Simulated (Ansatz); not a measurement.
# C(111), H replaced by OH in a 2x2 cell: modes of surface species, part 3 of 3

Aim: bond lengths and vibrational modes of species bound on C(111), H replaced by OH in a 2x2 cell.

Ansatz 0.2.0; DFT PBE, scalar-relativistic, plane waves, PAW; PAW set soft_1.

So far. Step 3 (Relaxation in the fixed cell: 2 OH and 2 H): The largest force component left on a free atom is 1.8 meV/Å. Step 4 (Force constants among chosen sites: 2 OH and 2 H): The highest mode of the block lies at 3310.7 cm⁻¹; the acoustic sum rule moved it by 0.0 cm⁻¹.

### 5. Letting the atoms settle: 3 OH and 1 H

The slab carries 3 OH and 1 H. Its plane takes the lattice constant of the bulk relaxed at this level. The lowest layers and the H atoms that close the back face are held, and the other atoms relax. The program lengthens the typed cell of 22.5 Å along the normal to 38.9 Å, as its cut-off of the electrostatics needs, and moves no atom.

System of this step: 3 OH and 1 H on C(111), H replaced by OH in a 2x2 cell. The cell holds 35 atoms: 24 C, 8 H and 3 O. Cell: a = 5.051 Å, b = 5.051 Å, c = 38.862 Å, α = 90.0°, β = 90.0°, γ = 120.0°. Vacuum lies along c.

Input file input.yaml:

```yaml
crystal:
  lattice:
    - [5.0510051567, 0.0, 0.0]
    - [-2.5255025783, 4.3743016845, 0.0]
    - [0.0, 0.0, 22.5376771703]
  atoms:
    - { symbol: C, position: [0.0, 0.0, 0.381755] }
    - { symbol: C, position: [1.0, 0.5, 0.381755] }
    - { symbol: C, position: [0.5, 0.0, 0.381755] }
    - { symbol: C, position: [0.5, 0.5, 0.381755] }
    - { symbol: C, position: [0.166667, 0.333333, 0.404628] }
    - { symbol: C, position: [0.166667, 0.833333, 0.404628] }
    - { symbol: C, position: [0.666667, 0.333333, 0.404628] }
    - { symbol: C, position: [0.666667, 0.833333, 0.404628] }
    - { symbol: C, position: [0.166667, 0.333333, 0.473249] }
    - { symbol: C, position: [0.166667, 0.833333, 0.473249] }
    - { symbol: C, position: [0.666667, 0.333333, 0.473249] }
    - { symbol: C, position: [0.666667, 0.833333, 0.473249] }
    - { symbol: C, position: [0.333333, 0.166667, 0.496122] }
    - { symbol: C, position: [0.333333, 0.666667, 0.496122] }
    - { symbol: C, position: [0.833333, 0.166667, 0.496122] }
    - { symbol: C, position: [0.833333, 0.666667, 0.496122] }
    - { symbol: C, position: [0.333333, 0.166667, 0.564743] }
    - { symbol: C, position: [0.333333, 0.666667, 0.564743] }
    - { symbol: C, position: [0.833333, 0.166667, 0.564743] }
    - { symbol: C, position: [0.833333, 0.666667, 0.564743] }
    - { symbol: C, position: [0.0, 0.0, 0.587616] }
    - { symbol: C, position: [1.0, 0.5, 0.587616] }
    - { symbol: C, position: [0.5, 0.0, 0.587616] }
    - { symbol: C, position: [0.5, 0.5, 0.587616] }
    - { symbol: H, position: [0.0, 0.0, 0.332925] }
    - { symbol: H, position: [1.0, 0.5, 0.332925] }
    - { symbol: H, position: [0.5, 0.0, 0.332925] }
    - { symbol: H, position: [0.5, 0.5, 0.332925] }
    - { symbol: O, position: [0.0, 0.0, 0.649319] }
    - { symbol: H, position: [0.174301, 0.0, 0.667075] }
    - { symbol: O, position: [1.0, 0.5, 0.649319] }
    - { symbol: H, position: [0.174301, 0.5, 0.667075] }
    - { symbol: O, position: [0.5, 0.0, 0.649319] }
    - { symbol: H, position: [0.674301, 0.0, 0.667075] }
    - { symbol: H, position: [0.5, 0.5, 0.63467] }
  periodic: [true, true, false]
kpoints:
  mp_grid: { grid: [4, 4, 1] }
hamiltonian:
  xc: pbe
  pseudopotentials: { kind: paw, azcp: { folder: soft_1 } }
scf:
  occupations: { method: gaussian, width: 0.03 }
output:
  forces: true
  eigenvalues: true
relax:
  adjacent_minimum: "off"
  f_tol: 0.003
  max_steps: 120
  constraints: [{ sites: [0, 1, 2, 3, 4, 5, 6, 7, 24, 25, 26, 27] }]
```

Started as:

```sh
$ ansatz run input.yaml --threads 8 --pin off --max-ram 20480MiB --backend cpu --events-out ev --progress --plain --runs-dir out
```

Numbers of over 12 decimals in the logs are rounded to 6 here.

Log:

```text
[...]
Crystal: 35 atoms, lattice volume = 858.640 Å³
Basis set: ecut = 420 eV, 16935 PW (Γ), exchange–correlation on 72×72×540 points (8 copies of the dense FFT grid, shifted against one another)
Bands: 96, of which v1, the nominal top of the filled ones, is band 61 counted from 1 (60 counted from 0)
Symmetry: 1 space group operations
[...]
k-points: 10 of 16 (time reversal used)
[...]
- { symbol: H, position: [0.500000, 0.0, 0.193077] }
    - { symbol: H, position: [0.5, 0.5, 0.193077] }
    - { symbol: O, position: [-0.00805129, 0.00810576, 0.377741] }
    - { symbol: H, position: [0.098768, -0.100341, 0.386033] }
    - { symbol: O, position: [0.992291, 0.510603, 0.377358] }
    - { symbol: H, position: [0.043181, 0.358210, 0.385847] }
    - { symbol: O, position: [0.489481, 0.00761641, 0.377357] }
    - { symbol: H, position: [0.642453, -0.042593, 0.385820] }
    - { symbol: H, position: [0.502713, 0.497262, 0.368343] }
[key lines of the parts left out:]
SCF converged after 8 iterations
Free energy (F): -7848.008652 eV
Fermi energy:    -2.683317 eV
```

It took 5.3 min on 8 threads of Arm Neoverse N1, shared host; peak memory 2.9 GiB; 40 min of CPU time.

The steps of the relaxation:

```
step  energy less that of the first step (eV)  largest force component (eV/Å)
   1                                   0.0000                          1.9277
   2                                  -0.2380                          0.8413
   3                                  -0.3272                          0.7786
   4                                  -0.3740                          0.2911
   5                                  -0.3973                          0.6704
   6                                  -0.4240                          0.7029
   7                                  -0.4697                          0.0903
   8                                  -0.4323                          0.4421
   9                                  -0.4731                          0.0306
  10                                  -0.4736                          0.0063
  11                                  -0.4736                          0.0015
```

Relaxation step 8 was tried and not accepted.

The atoms that moved most (Å):

```
atom      dx      dy      dz  length
 H32  -0.304  -0.620  -0.040   0.692
 H30  -0.128  -0.439  -0.032   0.458
 H34  -0.053  -0.186  -0.041   0.198
 O31  -0.066   0.046   0.031   0.086
 O33  -0.072   0.033   0.031   0.085
 O29  -0.061   0.035   0.046   0.084
 H35   0.021  -0.012   0.011   0.026
 C24  -0.004   0.002  -0.023   0.024
```

Final coordinates:

```cif
data_structure
_symmetry_space_group_name_H-M 'P 1'
_symmetry_Int_Tables_number 1
_cell_length_a 5.0510
_cell_length_b 5.0510
_cell_length_c 38.8619
_cell_angle_alpha 90.000
_cell_angle_beta 90.000
_cell_angle_gamma 120.000
_cell_volume 858.64
loop_
_atom_site_label
_atom_site_type_symbol
_atom_site_fract_x
_atom_site_fract_y
_atom_site_fract_z
_atom_site_occupancy
C1 C 0.00000 0.00000 0.22140 1
C2 C 0.00000 0.50000 0.22140 1
C3 C 0.50000 0.00000 0.22140 1
C4 C 0.50000 0.50000 0.22140 1
C5 C 0.16667 0.33333 0.23466 1
C6 C 0.16667 0.83333 0.23466 1
C7 C 0.66667 0.33333 0.23466 1
C8 C 0.66667 0.83333 0.23466 1
C9 C 0.16668 0.33339 0.27444 1
C10 C 0.16670 0.83329 0.27436 1
C11 C 0.66662 0.33338 0.27447 1
C12 C 0.66661 0.83333 0.27444 1
C13 C 0.33283 0.16595 0.28768 1
C14 C 0.33304 0.66695 0.28767 1
C15 C 0.83329 0.16673 0.28773 1
C16 C 0.83404 0.66718 0.28768 1
C17 C 0.33355 0.16785 0.32754 1
C18 C 0.33332 0.66668 0.32749 1
C19 C 0.83264 0.16737 0.32767 1
C20 C 0.83214 0.66647 0.32754 1
C21 C 0.99934 0.00068 0.34054 1
C22 C 0.99950 0.50127 0.34086 1
C23 C 0.49875 0.00050 0.34087 1
C24 C 0.49953 0.50046 0.34018 1
H25 H 0.00000 0.00000 0.19308 1
H26 H 0.00000 0.50000 0.19308 1
H27 H 0.50000 0.00000 0.19308 1
H28 H 0.50000 0.50000 0.19308 1
O29 O 0.99195 0.00811 0.37774 1
H30 H 0.09877 0.89966 0.38603 1
O31 O 0.99229 0.51060 0.37736 1
H32 H 0.04318 0.35821 0.38585 1
O33 O 0.48948 0.00762 0.37736 1
H34 H 0.64245 0.95741 0.38582 1
H35 H 0.50271 0.49726 0.36834 1
```

This step gave:

```
gap on the k-mesh : 2.351 eV
```

The largest force component left on a free atom is 1.5 meV/Å.

### 6. Force constants among chosen sites: 3 OH and 1 H

Only 14 sites are displaced (7 C, 3 O and 4 H), with their periodic images, and all others stay at rest. This gives the modes that are localised on these sites for less work than the whole matrix.

Input file input.yaml:

```yaml
crystal:
  lattice:
    - [5.0510051567, 0.0, 0.0]
    - [-2.5255025783, 4.3743016845, 0.0]
    - [0.0, 0.0, 38.8619296529]
  atoms:
    - { symbol: C, position: [0.0, 0.0, 0.2213958757] }
    - { symbol: C, position: [1.0, 0.5, 0.2213958757] }
    - { symbol: C, position: [0.5, 0.0, 0.2213958757] }
    - { symbol: C, position: [0.5, 0.5, 0.2213958757] }
    - { symbol: C, position: [0.166667, 0.333333, 0.2346608961] }
    - { symbol: C, position: [0.166667, 0.833333, 0.2346608961] }
    - { symbol: C, position: [0.666667, 0.333333, 0.2346608961] }
    - { symbol: C, position: [0.666667, 0.833333, 0.2346608961] }
    - { symbol: C, position: [0.1666771331, 0.333390616, 0.2744424885] }
    - { symbol: C, position: [0.1667033869, 0.8332948656, 0.2743593286] }
    - { symbol: C, position: [0.6666200853, 0.333381317, 0.2744709251] }
    - { symbol: C, position: [0.666607414, 0.8333291863, 0.2744432308] }
    - { symbol: C, position: [0.3328275138, 0.1659518892, 0.2876782315] }
    - { symbol: C, position: [0.3330371777, 0.6669540232, 0.2876734818] }
    - { symbol: C, position: [0.8332860831, 0.1667256721, 0.2877251835] }
    - { symbol: C, position: [0.8340430931, 0.6671780626, 0.2876775874] }
    - { symbol: C, position: [0.3335485251, 0.1678510458, 0.3275402206] }
    - { symbol: C, position: [0.3333159205, 0.6666817881, 0.3274873379] }
    - { symbol: C, position: [0.8326359193, 0.167371611, 0.32766854] }
    - { symbol: C, position: [0.8321436631, 0.6664668045, 0.3275390679] }
    - { symbol: C, position: [-0.0006636577, 0.0006815991, 0.3405440112] }
    - { symbol: C, position: [0.999495487, 0.5012663538, 0.3408625164] }
    - { symbol: C, position: [0.4987500705, 0.0005006512, 0.3408672176] }
    - { symbol: C, position: [0.4995337981, 0.5004588435, 0.3401790318] }
    - { symbol: H, position: [0.0, 0.0, 0.1930772928] }
    - { symbol: H, position: [1.0, 0.5, 0.1930772928] }
    - { symbol: H, position: [0.5, 0.0, 0.1930772928] }
    - { symbol: H, position: [0.5, 0.5, 0.1930772928] }
    - { symbol: O, position: [-0.0080512864, 0.0081057637, 0.3777409852] }
    - { symbol: H, position: [0.0987680642, -0.1003407295, 0.3860332889] }
    - { symbol: O, position: [0.992290999, 0.5106026861, 0.3773577603] }
    - { symbol: H, position: [0.0431810431, 0.3582098778, 0.3858466974] }
    - { symbol: O, position: [0.4894812992, 0.0076164125, 0.3773568984] }
    - { symbol: H, position: [0.6424527125, -0.0425927333, 0.3858196508] }
    - { symbol: H, position: [0.5027125012, 0.4972619242, 0.3683428261] }
  periodic: [true, true, false]
kpoints:
  mp_grid: { grid: [4, 4, 1] }
hamiltonian:
  xc: pbe
  pseudopotentials: { kind: paw, azcp: { folder: soft_1 } }
scf:
  occupations: { method: gaussian, width: 0.03 }
output:
  eigenvalues: true
phonons:
  method: fd
  supercell: [1, 1, 1]
  displaced_sites: [16, 17, 19, 20, 21, 22, 23, 28, 29, 30, 31, 32, 33, 34]
  rigid_motions: translations
```

Log:

```text
[...]
Crystal: 35 atoms, lattice volume = 858.640 Å³
Basis set: ecut = 420 eV, 16935 PW (Γ), exchange–correlation on 72×72×540 points (8 copies of the dense FFT grid, shifted against one another)
Bands: 96, of which v1, the nominal top of the filled ones, is band 61 counted from 1 (60 counted from 0)
Symmetry: 1 space group operations
k-points: 10 of 16 (time reversal used)
[...]
k-point 9: bands = [... 57 lower, -6.3279, -6.2956, -5.8860, -4.2395, -0.0860 (-0.0861°), -0.0832 (-0.0832°), 0.9864 (0.9860°), 1.2376 (1.2221°?), ... 31 higher]
  ° read free of the cell's end (the report's vacuum.weakly_bound_levels)
[...]
transpose residual: 6.3e-4 eV/Å²
[...]
unstable modes among the named sites: 0
[...]
zero-point energy: 2.808965 eV/cell   skipped modes (ω ≤ 0): 0
[...]
[key lines of the parts left out:]
SCF converged after 14 iterations
Free energy (F): -7848.008652 eV
Fermi energy:    -2.683316 eV
```

Wall time 24 min (8 threads); peak memory 3.1 GiB.

The other atoms of the cell are at rest; shares are of the kinetic energy, a minus sign marks an imaginary mode, and where like sites share a mode the one named is one choice of several; the 36 highest of 42 modes. Modes of the displaced sites:

```
mode  frequency (cm⁻¹)  share of C (%)  share of O (%)  share of H (%)  site with the largest share  its share (%)
   7             443.5              53              43               5                          O29             21
   8             446.6              35              53              12                          O33             21
   9             459.4              31              66               3                          O29             23
  10             475.9              35              35              30                          O33             17
  11             502.0              29              69               2                          O29             32
  12             536.1               7              43              51                          O29             27
  13             620.3               4              88               8                          O29             35
  14             676.4              95               3               2                          C22             17
  15             687.6              80              14               6                          C24             64
  16             775.6              71               1              28                          C21             27
  17             779.8              93               1               6                          C22             27
  18             825.0              20               2              78                          H34             39
  19             886.2              75               8              16                          C18             32
  20             889.9              73              10              17                          C20             29
  21            1000.5              77              18               5                          C21             52
  22            1035.0              74              22               4                          C18             20
  23            1036.3              80              16               5                          C23             30
  24            1047.1              88               1              11                          C23             21
  25            1094.0              95               2               3                          C24             19
  26            1094.3              96               3               2                          C18             19
  27            1105.2              94               1               5                          C20             19
  28            1143.8              87               3              10                          C21             34
  29            1148.4              95               1               4                          C18             30
  30            1176.0              94               2               4                          C17             22
  31            1208.4              82               0              18                          C20             22
  32            1214.0              91               0               9                          C18             19
  33            1233.6              94               5               2                          C23             17
  34            1290.0              44               0              56                          H35             55
  35            1306.4              33               0              67                          H35             66
  36            1391.6              22               7              71                          H32             36
  37            1430.8              21               7              72                          H34             25
  38            1478.7               9               6              85                          H30             57
  39            3047.2               7               0              93                          H35             93
  40            3205.0               0               6              94                          H30             86
  41            3378.2               0               6              94                          H34             48
  42            3451.1               0               6              94                          H32             44
```

The same force constants with another mass on the added atoms, against the natural mean mass; listed are the real modes with at least half of their motion on these atoms, followed through small steps of mass, less those that pass through avoided crossings, where the squared overlap of new and old mass-weighted patterns is under 0.8. Modes after a change of mass:

```
substitution  mode  frequency (cm⁻¹)  after (cm⁻¹)  ratio
         18O     1             184.0         176.7  1.041
         18O     2             243.7         232.3  1.049
         18O     4             261.5         249.4  1.048
         18O     5             421.1         407.2  1.034
         18O     8             446.6         432.6  1.032
         18O    11             502.0         483.0  1.039
         18O    13             620.3         588.6  1.054
     D for H    39            3047.2        2240.2   1.36
     D for H    40            3205.0        2334.2  1.373
     D for H    41            3378.2        2461.0  1.373
     D for H    42            3451.1        2510.6  1.375
```

The highest mode of the block lies at 3451.1 cm⁻¹; the acoustic sum rule moved it by 0.0 cm⁻¹.

### 7. The series together

The members are set side by side.

The anchoring bond is the shortest distance from the first added atom to the slab, and like atoms elsewhere in the cell can differ; degenerate modes stand as often as they occur. The species side by side:

```
     species  coverage (monolayer)  anchoring bond  its length (Å)  highest level (cm⁻¹)  second (cm⁻¹)  third (cm⁻¹)
2 OH and 2 H                   0.5             O-C           1.443                  3311           3145          3023
3 OH and 1 H                  0.75             O-C           1.447                  3451           3378          3205
```

### 8. Results

| Item | Value |
| --- | --- |
| highest mode of the block of 14 sites, 2 OH and 2 H | 3310.7 cm⁻¹ |
| highest mode of the block of 14 sites, 3 OH and 1 H | 3451.1 cm⁻¹ |

With 2 OH and 2 H the highest mode of the block lies at 3311 cm⁻¹, 94 % on H. With 3 OH and 1 H the highest mode of the block lies at 3451 cm⁻¹, 94 % on H. With all atoms beyond the displaced ones at rest, modes that spread into the slab are only rough; stretches of light atoms, well above the modes of the substrate atoms, are the least affected. Periodic images of the cell move in phase at the zone centre; where a cell holds several like groups, their modes come as in-phase and out-of-phase combinations. Modes of hydrogen are strongly anharmonic, so measured lines can lie well away from these harmonic values. These are harmonic frequencies at zero temperature: anharmonic shifts, linewidths and thermal expansion are left out.

[Logs are printed without paths, hosts, clocks, repeated set-up lines and the standing remarks that a program may print on its own settings, such as how far it seeks lower states.]

[Hosts, paths, dates, database ids (printed as entryN), source tags and the programs' standing remarks are cut or masked in the printed files.]
